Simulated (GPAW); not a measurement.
# Geometry or basis: what sets the conductance of a Cu chain with CO on top of one atom, part 2 of 2

How well does a Cu chain with CO on top of one atom conduct once its atoms have relaxed, and how much do cheaper levels lose?

GPAW 26.7.0; GPAW LCAO, PAW setups; relaxation of the junction within the symmetry of its start, lead ends held (the session's first sound run).

So far, transmission at the Fermi level (one spin): step 3 (GPAW, dzp) 0.758; step 4 (basis szp(dzp)) 0.863; step 5 (basis sz(dzp)) 0.817.

## (6) RPBE in the dzp basis: xc = "RPBE"

Back in the dzp basis, the functional changes from PBE to RPBE, to set the spread between functionals beside that between bases.

run.py reads:

```python
import json
import numpy as np
from ase import Atoms
from ase.transport.calculators import TransportCalculator
from gpaw import GPAW, FermiDirac
from gpaw.lcao.tools import get_lcao_hamiltonian
from scipy.linalg import eigh

# The junction with lead layers at both ends, along the third cell vector
device = Atoms(
    ['Cu', 'Cu', 'Cu', 'Cu', 'Cu', 'Cu', 'Cu', 'C', 'O', 'Cu', 'Cu', 'Cu', 'Cu', 'Cu', 'Cu'],
    positions=[
        [4.50000, 4.50000, 1.15000],
        [4.50000, 4.50000, 3.45000],
        [4.50000, 4.50000, 5.75000],
        [4.50000, 4.50000, 8.05000],
        [4.50000, 4.50000, 10.35000],
        [5.02182, 4.50000, 12.73223],
        [4.20638, 4.50000, 14.95000],
        [6.06828, 4.50000, 14.95000],
        [7.25603, 4.50000, 14.95000],
        [5.02182, 4.50000, 17.16777],
        [4.50000, 4.50000, 19.55000],
        [4.50000, 4.50000, 21.85000],
        [4.50000, 4.50000, 24.15000],
        [4.50000, 4.50000, 26.45000],
        [4.50000, 4.50000, 28.75000]],
    cell=[[9.0, 0.0, 0.0], [0.0, 9.0, 0.0], [0.0, 0.0, 29.9]],
    pbc=True)

# One principal layer of the lead: the first 3 atoms of the device
lead = Atoms(
    ['Cu', 'Cu', 'Cu'],
    positions=[
        [4.50000, 4.50000, 1.15000],
        [4.50000, 4.50000, 3.45000],
        [4.50000, 4.50000, 5.75000]],
    cell=[[9.0, 0.0, 0.0], [0.0, 9.0, 0.0], [0.0, 0.0, 6.9]],
    pbc=True)

settings = dict(mode='lcao', basis='dzp', xc='RPBE', h=0.18,
                occupations=FermiDirac(0.1), maxiter=250,
                mixer=dict(beta=0.1, nmaxold=8, weight=100.0),
                convergence=dict(density=0.0001))
energies = np.arange(-2, 2 + 1e-9, 0.025)
eta = 0.0001
n1, n2 = 1, 1
# k and -k transmit alike, so half of the mesh across the current serves
mesh = [(i, j) for i in range(n1) for j in range(n2) if (i, j) <= (-i % n1, -j % n2)]
weights = np.array([1 if (i, j) == (-i % n1, -j % n2) else 2 for i, j in mesh]) / (n1 * n2)

# [... helper functions left out ...]
fermi_lead = ground_state(lead, (1, 1, 16), 'lead.txt')
fermi_device = ground_state(device, (1, 1, 3), 'device.txt')
# [... loop over the mesh left out, but for ...]
        # Shift the lead onto the potential of the device's first layer
        shift = ((H[:, 0, 0] - H0[:, 0, 0]) / S0[0, 0]).real.mean()
# [...]
kT = 8.617333e-5 * 300
bias = [0.1, 0.2, 0.5, 1.0, 1.5, 2.0]
# [... integrals and printing left out ...]
```

Started as:

```console
> OMP_NUM_THREADS=1 OPENBLAS_NUM_THREADS=1 python run.py
```

It took 68 s on 1 thread of Arm Neoverse V1, shared host; peak memory 1.4 GiB.

Numbers from this step:

* conductance: 0.7512 G₀
* largest coupling past the next principal layer: 5.01e-5 eV
* largest misfit of the first principal layer: 0.01328 eV
* shift that aligns the lead: -0.008475 eV
* basis functions of the junction: 221
* basis functions of a principal layer: 45
* transmission at the Fermi level (one spin): 0.7526

One spin. Table of transmission, zone mean by energy, zero at the Fermi level:

energy (eV), transmission, zone mean and a bar:
```
   -2.000       0.20 ###
   -1.900       0.19 ###
   -1.800       0.23 ###
   -1.775       0.88 #############
   -1.700       0.18 ##
   -1.600       2.04 ##############################
   -1.500       1.30 ###################
   -1.400       0.86 #############
   -1.300       1.20 #################
   -1.200       0.60 #########
   -1.100       0.80 ############
   -1.000       0.84 ############
   -0.900       0.83 ############
   -0.800       0.80 ############
   -0.700       0.77 ###########
   -0.600       0.78 ###########
   -0.500       0.80 ############
   -0.400       0.84 ############
   -0.300       0.87 #############
   -0.250       0.88 #############
   -0.200       0.86 ############
   -0.100       0.81 ############
    0.000       0.75 ###########
    0.100       0.69 ##########
    0.200       0.60 #########
    0.300       0.47 #######
    0.400       0.30 ####
    0.500       0.13 ##
    0.600       0.01 
    0.700       0.01 
    0.800       0.10 #
    0.900       0.21 ###
    1.000       0.30 ####
    1.100       0.36 #####
    1.200       0.41 ######
    1.300       0.43 ######
    1.400       0.44 ######
    1.425       0.44 ######
    1.500       0.44 ######
    1.600       0.43 ######
    1.700       0.41 ######
    1.800       0.39 ######
    1.900       0.37 #####
    2.000       0.35 #####
```

The conductance, 0.751 G₀, lies 0.7 % below that of the dzp run.

## (7) The structure as built: geometry = "as built"

The dzp basis with PBE on the structure as first built shows what the relaxation was worth.

run.py, as its differences from that of step 6:

```diff
@@ -17,7 +17,7 @@
         [4.50000, 4.50000, 10.35000],
-        [5.02182, 4.50000, 12.73223],
-        [4.20638, 4.50000, 14.95000],
-        [6.06828, 4.50000, 14.95000],
-        [7.25603, 4.50000, 14.95000],
-        [5.02182, 4.50000, 17.16777],
+        [4.50000, 4.50000, 12.65000],
+        [4.50000, 4.50000, 14.95000],
+        [6.13150, 4.50000, 14.95000],
+        [7.29150, 4.50000, 14.95000],
+        [4.50000, 4.50000, 17.25000],
         [4.50000, 4.50000, 19.55000],
@@ -40,3 +40,3 @@
 
-settings = dict(mode='lcao', basis='dzp', xc='RPBE', h=0.18,
+settings = dict(mode='lcao', basis='dzp', xc='PBE', h=0.18,
                 occupations=FermiDirac(0.1), maxiter=250,
```

It took 70 s on 1 thread; peak memory 1.4 GiB.

Numbers from this step:

| Property | Result |
| --- | --- |
| conductance | 0.5564 G₀ |
| largest coupling past the next principal layer | 4.59e-5 eV |
| largest misfit of the first principal layer | 0.01406 eV |
| shift that aligns the lead | -0.006802 eV |
| transmission at the Fermi level (one spin) | 0.5558 |

One spin. Table of transmission, zone mean by energy, zero at the Fermi level:

```
energy (eV)  transmission, zone mean
     -2.000                    0.729
     -1.900                    0.701
     -1.800                    0.641
     -1.700                     1.10
     -1.600                     1.69
     -1.500                     1.86
     -1.400                     1.62
     -1.300                     1.34
     -1.200                     1.43
     -1.100                     1.43
     -1.000                     1.41
     -0.900                     1.51
     -0.800                     1.14
     -0.700                     1.06
     -0.600                     1.01
     -0.500                    0.999
     -0.400                     1.03
     -0.300                     1.03
     -0.200                    0.937
     -0.100                    0.677
      0.000                    0.556
      0.100                    0.437
      0.200                    0.310
      0.300                    0.188
      0.400                   0.0882
      0.500                   0.0250
      0.600                   8.1e-4
      0.700                  0.00705
      0.800                   0.0310
      0.900                   0.0616
      1.000                   0.0912
      1.100                    0.116
      1.200                    0.133
      1.300                    0.143
      1.400                    0.145
      1.500                    0.141
      1.600                    0.131
      1.700                    0.115
      1.800                   0.0969
      1.900                   0.0762
      2.000                   0.0550
```

The conductance, 0.556 G₀, lies 26 % below that of the dzp run.

## (8) Cost and result by level

Times are for 1 thread of Arm Neoverse V1, shared host. The series side by side:

```
no.       run  conductance (G₀)  time  memory (GiB)
  1       dzp            0.7566  75 s           1.4
  2       szp            0.8627  67 s           1.4
  3        sz            0.8131  55 s           1.3
  4  dzp RPBE            0.7512  68 s           1.4
  5   asbuilt            0.5564  70 s           1.4
```

## (9) Comparison

The curves are compared point by point over the common energies.

This step: comparison of transmission and cost over codes, levels and geometry (GPAW 26.7.0).

Ladder, by row:

```
    step  code  T at the Fermi level (sum over the listed spins)  conductance (G0)  r.m.s. T(E) from the first  wall time (s)  peak memory (GiB)  threads
     dzp  GPAW                                            0.7579            0.7566                           0          74.95               1.38        1
     szp  GPAW                                            0.8628            0.8627                      0.2365           67.1               1.37        1
      sz  GPAW                                            0.8168            0.8131                      0.1767          54.82                1.3        1
dzp-RPBE  GPAW                                            0.7526            0.7512                     0.07885          67.75               1.38        1
 asbuilt  GPAW                                            0.5558            0.5564                      0.3571          70.01               1.39        1
```

Table of transmission, zone mean, sum over the listed spins by energy, zero at the Fermi level:

```
energy (eV)     dzp     szp      sz  dzp-RPBE  asbuilt
     -2.000   0.206   0.319   0.298     0.202    0.729
     -1.800   0.225   0.345  0.0212     0.228    0.641
     -1.775   0.626   0.373  0.0782     0.875    0.607
     -1.725  0.0952   0.998   0.509    0.0825    0.700
     -1.600    1.94   0.740    1.72      2.04     1.69
     -1.575    2.04    1.12    1.65      1.99     1.76
     -1.525    1.69    1.80    1.39      1.56     1.85
     -1.400   0.922    1.12    1.05     0.862     1.62
     -1.250    1.50    1.08    1.00     0.776     1.32
     -1.200    1.03    1.11    1.09     0.600     1.43
     -1.000   0.840   0.798   0.849     0.841     1.41
     -0.800   0.797   0.826   0.865     0.797     1.14
     -0.600   0.782   0.847   0.859     0.776     1.01
     -0.400   0.844   0.904   0.864     0.838     1.03
     -0.250   0.889   0.946   0.865     0.884     1.01
     -0.200   0.861   0.925   0.861     0.855    0.937
      0.000   0.758   0.863   0.817     0.753    0.556
      0.200   0.602   0.775   0.619     0.596    0.310
      0.400   0.306   0.574   0.165     0.303   0.0882
      0.600  0.0139   0.203  0.0404    0.0146   8.1e-4
      0.800   0.103  9.8e-5   0.279    0.0989   0.0310
      1.000   0.304   0.109   0.412     0.298   0.0912
      1.200   0.411   0.223   0.452     0.406    0.133
      1.400   0.442   0.272   0.440     0.438    0.145
      1.600   0.429   0.275   0.397     0.427    0.131
      1.800   0.393   0.252   0.335     0.392   0.0969
      2.000   0.346   0.214   0.264     0.346   0.0550
```

## (10) SCF mesh 1×1×1

The SCF mesh sets the Fermi level of the repeated cell.

This step: GPAW LCAO, PAW setups; Landauer transmission from Green's functions with principal layers (ASE), zero bias (GPAW 26.7.0).

run.py, as its differences from that of step 7:

```diff
@@ -17,7 +17,7 @@
         [4.50000, 4.50000, 10.35000],
-        [4.50000, 4.50000, 12.65000],
-        [4.50000, 4.50000, 14.95000],
-        [6.13150, 4.50000, 14.95000],
-        [7.29150, 4.50000, 14.95000],
-        [4.50000, 4.50000, 17.25000],
+        [5.02182, 4.50000, 12.73223],
+        [4.20638, 4.50000, 14.95000],
+        [6.06828, 4.50000, 14.95000],
+        [7.25603, 4.50000, 14.95000],
+        [5.02182, 4.50000, 17.16777],
         [4.50000, 4.50000, 19.55000],
@@ -53,3 +53,3 @@
 fermi_lead = ground_state(lead, (1, 1, 16), 'lead.txt')
-fermi_device = ground_state(device, (1, 1, 3), 'device.txt')
+fermi_device = ground_state(device, (1, 1, 1), 'device.txt')
 # [... loop over the mesh left out, but for ...]
```

Wall time 66 s (1 thread); peak memory 1.4 GiB.

The run finished with changed settings (scf_mesh = [1, 1, 1]); it serves as a test.

The two runs compared:

```
                                        quantity  this run   sound run  difference
                                conductance (G₀)   0.80890     0.75659      0.0523
largest misfit of the first principal layer (eV)  0.038342    0.013056      0.0253
                 shift that aligns the lead (eV)  0.027449  -0.0079709      0.0354
      transmission at the Fermi level (one spin)   0.80961     0.75790      0.0517
```

The two runs differ clearly in the conductance: 0.809 G₀ against 0.757 G₀.

## (11) Summary of results

| Quantity | Value |
| --- | --- |
| conductance | 0.757 G₀ |
| transmission at the Fermi level, mean of the spins | 0.758 |

In the dzp basis the junction conducts 0.757 G₀ at 300 K, with T = 0.758 a spin at the Fermi level; the sz basis reaches that conductance within 10 %. Relaxation moved atoms by up to 0.53 Å and took the conductance from 0.556 to 0.757 G₀, as a ratio a larger change than the step from dzp to the minimal basis. At the Fermi level one eigenchannel carries the current (0.76). Measured against the first run (dzp), the nearest curve is that of dzp-RPBE (r.m.s. 0.079) and the farthest that of asbuilt (0.36). Over the compared runs wall time goes from 55 s (sz) to 75 s (dzp), on a shared host. The leads kept an estimated spacing and the cell its length, so the junction may be under some tension or compression. The geometry comes from the orbital basis, which tends to overbind, and kept the symmetry of the start, so a structure of lower symmetry may lie lower. The run had no spin polarisation, so a magnetic state, which chains and small molecules with open shells often have, wasn't tested. An evenly spaced straight chain is an idealisation: free chains tend to dimerise, zigzag or, where a band edge lies near the Fermi level, turn magnetic. The currents use the zero-bias T(E) throughout, which holds only while the bias is small against the distance to the nearest feature. The thermopower isn't quoted: it samples T(E) farther from the Fermi level than the conductance does, and the energy grid wasn't tested for it.

[Logs are printed without paths, hosts, clocks, repeated set-up lines and the standing remarks that a program may print on its own settings, such as how far it seeks lower states.]

[Hosts, paths, dates, database ids (printed as entryN), source tags and the programs' standing remarks are cut or masked in the printed files.]
